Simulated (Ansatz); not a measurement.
# From LDA to G0W0: CdWO4 (P2/c)

How far does one-shot GW move the LDA gap of CdWO4 (P2/c)?

Method: LDA, then G0W0 on it, plane waves, PAW, in Ansatz 0.2.0.

**What was measured.**

- Gap 4.15 eV: direct gap from absorption edge with Urbach fit; optical absorption; 300 K; bulk crystal (thin cleaved platelet of Czochralski crystal, 10-30 um thick) (“Optical absorption of divalent metal tungstates: Correlation between the band-gap energy and the cation ionic radius”, 2008, arxiv:0807.2115).

### 1. The starting structure

Symmetry: P2/c, No. 13, monoclinic system. The conventional cell has a = 5.040 Å, b = 5.870 Å, c = 5.084 Å, α = 90.00°, β = 91.48°, γ = 90.00°. Cd has 6 O at 2.20 to 2.43 Å nearest. Nearest to W lie 6 O at 1.78 to 2.15 Å. Nearest to O lie 2 W at 1.92 to 2.15 Å and 1 Cd at 2.20 Å. Nearest to O lie 1 W at 1.78 Å and 2 Cd at 2.28 to 2.43 Å. Farther neighbours and most contacts between anions are not listed.

The cell and positions come from the Crystallography Open Database and are kept as given unless a step says otherwise. Spin-orbit coupling is left out unless a step names it. The default PAW set here is soft_2. Its files were made with PBE.

### 2. The LDA band structure

Levels along a band path and on the mesh show where this functional puts the band edges.

This step: DFT, LDA, plane waves, PAW.

Input file input.yaml:

```yaml
crystal:
  lattice:
    - [5.04, 0.0, 0.0]
    - [0.0, 5.8701, 0.0]
    - [-0.1309573182, 0.0, 5.0824131071]
  atoms:
    - { symbol: Cd, position: [0.5, 0.69729, 0.25] }
    - { symbol: Cd, position: [0.5, 0.30271, 0.75] }
    - { symbol: W, position: [0.0, 0.17855, 0.25] }
    - { symbol: W, position: [0.0, 0.82145, 0.75] }
    - { symbol: O, position: [0.2018, 0.0955, 0.9504] }
    - { symbol: O, position: [0.7982, 0.0955, 0.5496] }
    - { symbol: O, position: [0.7982, 0.9045, 0.0496] }
    - { symbol: O, position: [0.2018, 0.9045, 0.4504] }
    - { symbol: O, position: [0.242, 0.3703, 0.3839] }
    - { symbol: O, position: [0.758, 0.3703, 0.1161] }
    - { symbol: O, position: [0.758, 0.6297, 0.6161] }
    - { symbol: O, position: [0.242, 0.6297, 0.8839] }
kpoints:
  mp_grid: { grid: [6, 4, 6] }
  band_path:
    path:
      - [0.0, 0.0, 0.0]
      - [0.0, 0.5, 0.0]
      - [0.0, 0.5, 0.5]
      - [0.0, 0.0, 0.5]
      - [0.0, 0.0, 0.0]
      - [-0.5, 0.0, 0.5]
      - [-0.5, 0.5, 0.5]
      - [0.0, 0.5, 0.0]
      - [-0.5, 0.5, 0.0]
      - [-0.5, 0.0, 0.0]
      - [0.0, 0.0, 0.0]
    npoints: 10
hamiltonian:
  xc: lda
scf:
  occupations: { method: fermi_dirac, width: 0.02 }
  n_extra_bands: 8
output:
  eigenvalues: true
  forces: true
  stress: true
```

Started as:

```console
$ ansatz run input.yaml --threads 24 --pin off --max-ram 82944MiB --backend cuda --events-out ev --progress --plain --runs-dir out --devices 1 --max-vram 78GiB
```

Numbers of over 12 decimals in the logs are rounded to 6 here.

The program printed:

```text
scf.n_extra_bands = 8 over 58 filled bands (N_el = 116.0): the run solves 66 bands
GPUs: using 1 of 1 available (devices: 1).
Engine: ansatz 0.2.0, aarch64-unknown-linux-gnu
Pseudopotentials: kind: paw
Pseudopotential: Cd, paw, valence charge 20, recommended cutoff 420 eV (normal), Cd.paw.azcp
Pseudopotential: W, paw, valence charge 14, recommended cutoff 420 eV (normal), W.paw.azcp
Pseudopotential: O, paw, valence charge 6, recommended cutoff 420 eV (normal), O.paw.azcp
Functional definition: SPW92
  exchange = slater_x
  correlation = pw_c
device memory: the entry about to start is reckoned to put 6.6 GiB on a device that reports 164.7 GiB free (of which the cap on the GPU budget leaves the run 78.0 GiB)
GPU FFT provider: cuFFT
GPU libraries: cuBLAS 13.8.1, cuFFT 12.4.0, cuSOLVER 12.3.2
GPU matrix products: emulated (plane waves: as basis.precision tells), large ones in fixed point in workspaces of 1.00 GiB
Crystal: 12 atoms, lattice volume = 150.365 Å³
Basis set: ecut = 420 eV, 2943 PW (Γ)
Bands: 66, of which v1, the nominal top of the filled ones, is band 58 counted from 1 (57 counted from 0)
Symmetry: 4 space group operations
Space group: P2/c (ITA 13), of the structure as read, at distance tolerance 5.3e-5 Å
k-points: 60 of 144
Non-local potential: Cd, projectors of the file, l = 0: 3, l = 1: 2, l = 2: 2, l = 3: 1
Non-local potential: W, projectors of the file, l = 0: 3, l = 1: 2, l = 2: 2, l = 3: 1
Non-local potential: O, projectors of the file, l = 0: 2, l = 1: 2, l = 2: 1
PAW form: soft (Blöchl's): semilocal exchange-correlation on the pseudo side does not see the compensation charge
PAW frozen core: Cd, regenerated for the run's functional, and the local potential with it (the file was generated under x = pbe(κ = 0.804, μ = 0.219515), c = pbe(β = 0.066725))
PAW frozen core: W, regenerated for the run's functional, and the local potential with it (the file was generated under x = pbe(κ = 0.804, μ = 0.219515), c = pbe(β = 0.066725))
PAW frozen core: O, regenerated for the run's functional, and the local potential with it (the file was generated under x = pbe(κ = 0.804, μ = 0.219515), c = pbe(β = 0.066725))
PAW one-centre angular grid: Cd, 590 points (default); XC on 64 Gauss nodes
PAW one-centre angular grid: W, 590 points (default); XC on 64 Gauss nodes
PAW one-centre angular grid: O, 110 points (default); XC on 64 Gauss nodes
Initial density: superposition of atomic densities (neutral atoms: chi_scale 0, normalization atom), corrected by the library's trained network
Initial wavefunctions: pseudopotential atomic-orbital guess
GPU buffer pool allocated for 51840 grid points (all kernels)
GPU transforms: local potential and band sums: pruned to the plane-wave sphere, on 36×40×36
Functional: x = slater, c = lda
SCF iter   1: F=—  HF=-40940.154611 eV  |F-HF|=—  |Δ(HF+E_count)|=         —  Δρ=2.13e-2  dr2=6.38e-1  ethr=1.77e-3  ⟨swp⟩=6.2  Hψ=15082  notcnv=0
preconditioner: auto → Resta (q_TF=auto, 2.613 Å⁻¹)  ε∞=8.1  [insulator: Δε(μ)=2.710 eV  Ē_g=10.442 eV  σ=0.020 eV  W_gap=1.00  n_scr=40 (ndim 8)  ℏωp=27.8 eV  f_vac=0.057  D(μ)=0.00/eV (n_scr^D=0)  ε∞_Penn≈8.1]
SCF iter   2: F=—  HF=-40940.021055 eV  |F-HF|=—  |Δ(HF+E_count)|=   1.34e-1  Δρ=6.82e-3  dr2=6.49e-2  ethr=5.50e-4  ⟨swp⟩=2.0  Hψ=6414  notcnv=0  defer=120
SCF iter   3: F=—  HF=-40940.010302 eV  |F-HF|=—  |Δ(HF+E_count)|=   1.08e-2  Δρ=2.85e-3  dr2=1.05e-2  ethr=5.59e-5  ⟨swp⟩=2.0  Hψ=6249  notcnv=0  defer=120
SCF iter   4: F=—  HF=-40940.008425 eV  |F-HF|=—  |Δ(HF+E_count)|=   1.88e-3  Δρ=1.26e-3  dr2=2.39e-3  ethr=9.09e-6  ⟨swp⟩=2.0  Hψ=5937  notcnv=0  defer=120
SCF iter   5: F=—  HF=-40940.006516 eV  |F-HF|=—  |Δ(HF+E_count)|=   1.91e-3  Δρ=3.61e-4  dr2=1.49e-4  ethr=2.06e-6  ⟨swp⟩=2.0  Hψ=5798  notcnv=0  defer=120
SCF iter   6: F=—  HF=-40940.007164 eV  |F-HF|=—  |Δ(HF+E_count)|=   6.48e-4  Δρ=1.12e-4  dr2=1.77e-5  ethr=1.28e-7  ⟨swp⟩=2.1  Hψ=5695  notcnv=0  defer=120
SCF iter   7: F=—  HF=-40940.008108 eV  |F-HF|=—  |Δ(HF+E_count)|=   9.44e-4  Δρ=3.01e-5  dr2=1.59e-6  ethr=1.53e-8  ⟨swp⟩=2.2  Hψ=6213  notcnv=0  defer=120
SCF iter   8: F=-40940.008109 eV  HF=-40940.008109 eV  |F-HF|=2.04e-9  |Δ(HF+E_count)|=   6.40e-7  Δρ=6.36e-6  dr2=9.77e-8  ethr=8.62e-11  ⟨swp⟩=8.6  Hψ=18025  notcnv=0
SCF 1 converged in 8 iterations: F = -40940.008109 eV  dr2 = 9.77e-8
  greatest PAW one-centre occupation: 1.000 electrons in one spin orbital (limit 2), on the Cd atom at site 1 (counted from 0), in its partial waves of l = 0
concurrent solve slots: 21 of 24 are kept, ahead of what memory takes: no pass of the eigensolver takes more rounds on 21
device memory: the entry about to start is reckoned to put 11.9 GiB on a device that reports 150.3 GiB free (of which the cap on the GPU budget leaves the run 78.0 GiB)
NSCF: frozen V_eff on 101 k-points
SCF converged after 8 iterations
Free energy (F): -40940.008109 eV
Harris-Foulkes:  -40940.008109 eV  (|F-HF|=2.04e-9)
Internal energy: -40940.008109 eV  (E = F + TS)
E sigma→0 (E₀):  -40940.008109 eV
Fermi energy:    10.212764 eV
--- Per-component energies (eV) ---
  E_band       = -1375.417013
  E_kinetic    = 3291.760075
  E_local      = -11333.040230  (includes V_loc(G=0)·N_el)
  E_nonlocal   = 494.477505
  E_hartree    = 4733.609737
  E_xc         = -1452.120826
  E_vxc        = -1654.588056  (∫ρ·V_xc dr)
  E_paw        = -25693.166293  (= ΣΔE_a)
  E_vpaw       = -1641.279224  (= ΣTr[D̂ρ^β])
  E_aug_tail   = 0.019780  (compensation charges beyond the density's cutoff)
  E_ewald      = -10984.422672
  E_core_change = 2.874815  (= ΣΔE_core)
  E_smearing   = -0.000000  (= −TS)
  E_closure    = -0.000000  (closes the sum)
  Σ components = -40940.008109   (vs F -40940.008109, Δ=0.00e0)
--- Forces (eV/Å), atoms counted from 1 ---
  atom   1  Cd     0.00000000    -0.12863722    -0.00000000
  atom   2  Cd     0.00000000     0.12863722     0.00000000
  atom   3  W     -0.00000000    -0.36444479    -0.00000000
  atom   4  W      0.00000000     0.36444479     0.00000000
  atom   5  O     -0.16805840     0.02566329     0.01279446
  atom   6  O      0.16805840     0.02566329    -0.01279446
  atom   7  O      0.16805840    -0.02566329    -0.01279446
  atom   8  O     -0.16805840    -0.02566329     0.01279446
  atom   9  O      0.16972236     0.05333646     0.12844665
  atom  10  O     -0.16972236     0.05333646    -0.12844665
  atom  11  O     -0.16972236    -0.05333646    -0.12844665
  atom  12  O      0.16972236    -0.05333646     0.12844665
  max |Σ_I F_I| component: 2.78e-17 eV/Å
--- Stress (GPa, compression-positive) ---
       -5.860576      -0.000000       0.616234
       -0.000000      -4.989094       0.000000
        0.616234       0.000000      -6.567751
  P = ⅓ Tr σ = -5.8058 GPa (-58.058 kbar)
--- Band table (eV; the first three rows and the last of 60) ---
  k-point 0: bands = [... 54 lower, 8.0801, 8.1973, 8.4066, 8.4593, 12.0845, 12.5327, 12.5437, 12.6940, ... 4 higher]
  k-point 1: bands = [... 54 lower, 7.9546, 8.2479, 8.4106, 8.6089, 12.1588, 12.2223, 12.4973, 12.5300, ... 4 higher]
  k-point 2: bands = [... 54 lower, 8.0351, 8.2712, 8.5000, 8.6775, 12.0655, 12.2036, 12.4885, 12.5849, ... 4 higher]
  k-point 59: bands = [... 54 lower, 7.8819, 7.8819, 8.2753, 8.2753, 12.4184, 12.4184, 12.6572, 12.6572, ... 4 higher]
```

Wall time 2.9 s (1 × NVIDIA GB200 (shared by 2 runs) with 24 threads of Arm Neoverse V2, shared host); peak memory 1 GiB; 12 s of CPU time.

This step gave:

| Property | Result |
| --- | --- |
| pressure | -5.806 GPa |
| filled bands | 58 |
| gap | 2.953 eV |
| valence top at | k = (0.167, -0.500, -0.500) |
| conduction bottom at | k = (0.000, -0.500, 0.167) |
| least direct gap | 2.975 eV |

Over mesh and path the gap is 2.953 eV, from k = (0.167, -0.500, -0.500) to k = (0.000, -0.500, 0.167). The least direct gap found is 2.975 eV, at k = (0.000, 0.500, 0.000). The pressure in this cell is -6 GPa; the cell is kept.

Electronic bands along the path, in eV, zero at the top of the highest nominally filled band:

| point | band 55 | band 56 | band 57 | band 58 | band 59 | band 60 | band 61 | band 62 |
| --- | --- | --- | --- | --- | --- | --- | --- | --- |
| Γ | -0.65 | -0.53 | -0.32 | -0.27 | 3.36 | 3.81 | 3.82 | 3.97 |
| halfway | -0.69 | -0.64 | -0.50 | -0.11 | 3.14 | 3.60 | 4.07 | 4.07 |
| Z | -0.81 | -0.71 | -0.58 | -0.01 | 2.97 | 3.86 | 3.86 | 4.19 |
| halfway | -0.73 | -0.66 | -0.50 | -0.08 | 2.98 | 3.90 | 3.95 | 4.24 |
| D | -0.65 | -0.65 | -0.14 | -0.14 | 3.36 | 3.36 | 4.05 | 4.05 |
| halfway | -0.58 | -0.58 | -0.14 | -0.14 | 3.36 | 3.36 | 4.06 | 4.06 |
| B | -0.56 | -0.56 | -0.13 | -0.13 | 3.39 | 3.39 | 3.87 | 3.87 |
| halfway | -0.69 | -0.47 | -0.28 | -0.06 | 3.38 | 3.48 | 3.77 | 3.78 |
| Γ | -0.65 | -0.53 | -0.32 | -0.27 | 3.36 | 3.81 | 3.82 | 3.97 |
| halfway | -0.68 | -0.47 | -0.40 | -0.11 | 3.33 | 3.35 | 3.87 | 4.07 |
| A | -0.46 | -0.46 | -0.22 | -0.22 | 3.58 | 3.58 | 4.20 | 4.20 |
| halfway | -0.64 | -0.64 | -0.33 | -0.33 | 3.64 | 3.64 | 4.06 | 4.06 |
| E | -0.85 | -0.85 | -0.45 | -0.45 | 3.69 | 3.69 | 3.93 | 3.93 |
| halfway | -0.73 | -0.70 | -0.44 | -0.38 | 3.04 | 3.66 | 4.05 | 4.16 |
| Z | -0.81 | -0.71 | -0.58 | -0.01 | 2.97 | 3.86 | 3.86 | 4.19 |
| halfway | -0.79 | -0.69 | -0.38 | -0.28 | 3.19 | 3.84 | 3.98 | 4.30 |
| C2 | -0.74 | -0.59 | -0.59 | -0.40 | 3.39 | 3.88 | 3.91 | 4.11 |
| halfway | -0.62 | -0.54 | -0.42 | -0.31 | 3.47 | 3.81 | 3.85 | 4.18 |
| Y2 | -0.54 | -0.27 | -0.25 | -0.23 | 3.60 | 3.77 | 3.79 | 4.04 |
| halfway | -0.63 | -0.59 | -0.32 | -0.27 | 3.54 | 3.72 | 3.82 | 3.90 |
| Γ | -0.65 | -0.53 | -0.32 | -0.27 | 3.36 | 3.81 | 3.82 | 3.97 |

### 3. One-shot GW

G0W0 replaces the xc potential by a self-energy built once from the orbitals of the start. Levels are corrected in the window of bands that the input names, at points of the mesh.

This step: G0W0 on LDA, plane waves, PAW.

input.yaml, the sections that differ from step 2:

```yaml
kpoints:
  mp_grid: { grid: [4, 2, 4] }
scf:
  occupations: { method: fixed }
gw:
  n_empty_bands: 691
  ecut_chi: 160.0
  qp_bands: [v4, c4]
  qp_kpoints: band_edges
  screening: { model: contour_deformation }
# crystal, hamiltonian: as in step 2
# output: removed
```

The program printed:

```text
GPUs: using 1 of 1 available (devices: 1).
[...]
Crystal: 12 atoms, lattice volume = 150.365 Å³
Basis set: ecut = 420 eV, 2943 PW (Γ)
Bands: 70, of which v1, the nominal top of the filled ones, is band 58 counted from 1 (57 counted from 0)
Symmetry: 4 space group operations
[...]
k-points: 20 of 32
[...]
SCF iter   1: F=—  HF=-40940.150740 eV  |F-HF|=—  |Δ(HF+E_count)|=         —  Δρ=2.13e-2  dr2=6.39e-1  ethr=1.77e-3  ⟨swp⟩=4.8  Hψ=4810  notcnv=0  defer=189
[...]
SCF iter   8: F=-40940.003535 eV  HF=-40940.003535 eV  |F-HF|=1.39e-9  |Δ(HF+E_count)|=   6.49e-7  Δρ=6.18e-6  dr2=8.84e-8  ethr=8.62e-11  ⟨swp⟩=8.6  Hψ=5199  notcnv=0
SCF 1 converged in 8 iterations: F = -40940.003535 eV  dr2 = 8.84e-8
[...]
NSCF: frozen V_eff on 20 k-points
[...]
SCF converged after 8 iterations
[...]
12    62     12.8665   -16.2757    -4.5595   -22.0016  0.7646    14.0547    14.0329  root
    13    55      7.9934   -27.0389     4.3160   -22.2170  0.7393     7.4832     7.4876  root
    13    56      8.0327   -27.1557     4.4087   -22.2308  0.7408     7.5121     7.5166  root
    13    57      8.2881   -26.4397     4.4057   -21.5413  0.7337     7.7913     7.7954  root
    13    58      8.3484   -26.1819     4.3793   -21.3389  0.7343     7.8811     7.8848  root
    13    59     11.7727   -15.1993    -4.6152   -20.8821  0.7838    12.8551    12.8402  root
    13    60     12.3856   -14.6374    -4.5891   -20.3295  0.7829    13.5049    13.4886  root
    13    61     12.7822   -15.9775    -4.7087   -21.8413  0.7677    13.9588    13.9374  root
    13    62     12.8859   -16.3828    -4.5882   -22.1021  0.7632    14.0384    14.0170  root
    14    55      8.1920   -25.5981     4.5341   -20.5878  0.7252     7.7116     7.7158  root
    14    56      8.4615   -26.2557     4.5899   -21.1748  0.7310     7.9663     7.9705  root
    14    57      8.4742   -27.7492     4.1931   -23.0786  0.7493     7.9933     7.9967  root
    14    58      8.5027   -26.9341     4.3506   -22.1010  0.7356     8.0165     8.0202  root
    14    59     12.3271   -16.3317    -4.6325   -22.1011  0.7661    13.4840    13.4639  root
    14    60     12.4972   -15.8332    -4.4230   -21.3915  0.7684    13.6516    13.6324  root
    14    61     12.5231   -16.2709    -4.4834   -21.8842  0.7700    13.6717    13.6529  root
    14    62     12.7703   -16.1646    -4.7817   -22.0845  0.7629    13.9308    13.9085  root
    15    55      8.0723   -26.1557     4.4808   -21.1722  0.7287     7.5650     7.5696  root
    15    56      8.2967   -26.0078     4.6058   -20.9081  0.7284     7.7984     7.8028  root
    15    57      8.4775   -27.9345     4.2558   -23.1896  0.7495     7.9848     7.9884  root
    15    58      8.5779   -26.6754     4.3766   -21.8357  0.7343     8.1114     8.1148  root
    15    59     12.1063   -15.9203    -4.5366   -21.5682  0.7744    13.2348    13.2175  root
    15    60     12.4949   -15.1920    -4.6857   -20.9630  0.7724    13.5985    13.5801  root
    15    61     12.7788   -16.0386    -4.6732   -21.8345  0.7659    13.9225    13.9015  root
    15    62     12.7839   -16.6028    -4.5477   -22.3337  0.7625    13.9896    13.9671  root
    16    55      8.2708   -26.9962     4.3291   -22.1866  0.7392     7.7865     7.7903  root
    16    56      8.2708   -26.9962     4.3291   -22.1866  0.7392     7.7865     7.7903  root
    16    57      8.5062   -27.1602     4.4036   -22.2775  0.7389     8.0234     8.0271  root
    16    58      8.5062   -27.1602     4.4036   -22.2775  0.7389     8.0234     8.0271  root
    16    59     12.3073   -15.7372    -4.4778   -21.3038  0.7724    13.4133    13.3961  root
    16    60     12.3073   -15.7372    -4.4778   -21.3038  0.7724    13.4133    13.3961  root
    16    61     12.9287   -15.8417    -4.8413   -21.8096  0.7676    14.0769    14.0553  root
    16    62     12.9287   -15.8417    -4.8413   -21.8096  0.7676    14.0769    14.0553  root
    17    55      7.9863   -26.6221     4.3561   -21.7731  0.7370     7.4892     7.4934  root
    17    56      8.1346   -26.2554     4.3889   -21.3809  0.7344     7.6450     7.6491  root
    17    57      8.1419   -25.6325     4.4467   -20.7139  0.7267     7.6660     7.6701  root
    17    58      8.3257   -26.3541     4.6465   -21.1893  0.7310     7.8026     7.8074  root
    17    59     12.1224   -16.0489    -4.6871   -21.8355  0.7724    13.2399    13.2218  root
    17    60     12.6113   -16.3458    -4.5426   -22.0271  0.7675    13.7698    13.7498  root
    17    61     12.6393   -16.3469    -4.6118   -22.1273  0.7679    13.8288    13.8079  root
[...]
18    59     11.9988   -15.5878    -4.6986   -21.3850  0.7771    13.1145    13.0973  root
    18    60     12.5721   -14.9031    -4.6342   -20.6387  0.7811    13.6905    13.6735  root
    18    61     12.8289   -16.2035    -4.6521   -22.0156  0.7646    14.0109    13.9889  root
    18    62     12.8575   -16.4307    -4.5543   -22.1116  0.7643    14.0051    13.9841  root
    19    55      7.8831   -26.0748     4.3196   -21.2615  0.7368     7.3850     7.3893  root
    19    56      7.8831   -26.0748     4.3196   -21.2615  0.7368     7.3850     7.3893  root
    19    57      8.2763   -26.4547     4.3847   -21.5853  0.7357     7.7876     7.7916  root
    19    58      8.2763   -26.4547     4.3847   -21.5853  0.7357     7.7876     7.7916  root
    19    59     12.4191   -16.0262    -4.5753   -21.7078  0.7690    13.5441    13.5253  root
    19    60     12.4191   -16.0262    -4.5753   -21.7078  0.7690    13.5441    13.5253  root
    19    61     12.6578   -15.2865    -4.5849   -20.9702  0.7775    13.7741    13.7565  root
    19    62     12.6578   -15.2865    -4.5849   -20.9702  0.7775    13.7741    13.7565  root
```

Wall time 39 s (1 × NVIDIA GB200 (shared by 2 runs) with 24 threads); peak memory 3.6 GiB.

This step gave:

- bands summed: 749
- RPA ε∞ on this mesh (eigenvalues): 4.687, 5.022, 5.229
- plane waves in the screening matrix: 685
- q-points in the mesh: 32
- G0W0 gap over the corrected points: 4.491 eV
- k of the valence top: 0, -0.5, 0
- k of the conduction bottom: 0, -0.5, 0
- starting gap on the mesh: 2.974 eV
- Z at the valence top: 0.7445
- Z at the conduction bottom: 0.7856
- least direct G0W0 gap over the corrected points: 4.491 eV

Over all 20 irreducible mesh points the G0W0 gap is 4.491 eV, direct, at k = (0.000, -0.500, 0.000). The LDA gap of this run on the mesh is 2.974 eV. The two states that bound the G0W0 gap lie that far apart at the start, so the correction of the gap is 4.491 − 2.974 = +1.517 eV. The start of this run differs from the step before in mesh (6×4×6 and 4×2×4).

Labels follow the order of the start: v1 is the top filled band, c1 the lowest empty one; levels that stay degenerate share a row, the window can cut a multiplet, doubted levels are not marked in this list, bands outside the window were not corrected, and the list may be a part of the corrected levels. Levels before and after the correction, in eV, zero at the valence-band top of each column:

|  | conduction bottom | valence top |
| --- | --- | --- |
| Kohn-Sham | 2.97 | 0.00 |
| G0W0 | 4.49 | 0.00 |

|  | level | occupation | energy (eV) |
| --- | --- | --- | --- |
| Kohn-Sham | (0 -0.5 0) v4 | 2 | -0.807 |
| Kohn-Sham | (0 -0.5 0) v3 | 2 | -0.703 |
| Kohn-Sham | (0 -0.5 0) v2 | 2 | -0.577 |
| Kohn-Sham | (0 -0.5 0) v1 | 2 | 0.000 |
| Kohn-Sham | (0 -0.5 0) c1 | 0 | 2.974 |
| Kohn-Sham | (0 -0.5 0) c2 | 0 | 3.865 |
| Kohn-Sham | (0 -0.5 0) c3 | 0 | 3.867 |
| Kohn-Sham | (0 -0.5 0) c4 | 0 | 4.200 |
| G0W0 | (0 -0.5 0) v4 | 2 | -0.869 |
| G0W0 | (0 -0.5 0) v3 | 2 | -0.767 |
| G0W0 | (0 -0.5 0) v2 | 2 | -0.618 |
| G0W0 | (0 -0.5 0) v1 | 2 | 0.000 |
| G0W0 | (0 -0.5 0) c1 | 0 | 4.491 |
| G0W0 | (0 -0.5 0) c2 | 0 | 5.388 |
| G0W0 | (0 -0.5 0) c3 | 0 | 5.498 |
| G0W0 | (0 -0.5 0) c4 | 0 | 5.818 |

The parts of the quasiparticle energy for the two states that bound the G0W0 gap, in eV on the run's own scale (QP = start + Σx + Σc − Vxc, with Σc at the quasiparticle energy):

| edge | k | band | start | Σx | Σc | Vxc | Z | QP |
| --- | --- | --- | --- | --- | --- | --- | --- | --- |
| valence top | (0.000, -0.500, 0.000) | 58 | 8.723 | −27.497 | 4.287 | −22.755 | 0.745 | 8.268 |
| conduction bottom | (0.000, -0.500, 0.000) | 59 | 11.697 | −15.095 | −4.563 | −20.720 | 0.786 | 12.758 |

(Continued in part 2 of 2.)

[Paths, hosts, dates, memory and timing lines, banners, echoed tables and standing remarks are left out of the program output.]

[Logs are printed without paths, hosts, clocks, repeated set-up lines and the standing remarks that a program may print on its own settings, such as how far it seeks lower states.]

[Runs of the session that timed out or met a known fault of the program may be left out.]

[Cells called generated may have been cut or substituted from an entry of the Crystallography Open Database or the Materials Project.]

[Hosts, paths, dates, database ids (printed as entryN), source tags and the programs' standing remarks are cut or masked in the printed files.]

[Where an RPA ε∞ is given, it is that of the G0W0 mesh and is not shown converged in it. Names of k-points follow the symmetry that the program found, which can be lower than the space group named. Band edges on a path are those of the sampled points; other points can move an edge, and change direct to indirect where valleys lie close.]

[Hybrid gaps are those of their k-mesh and are not shown converged in it.]
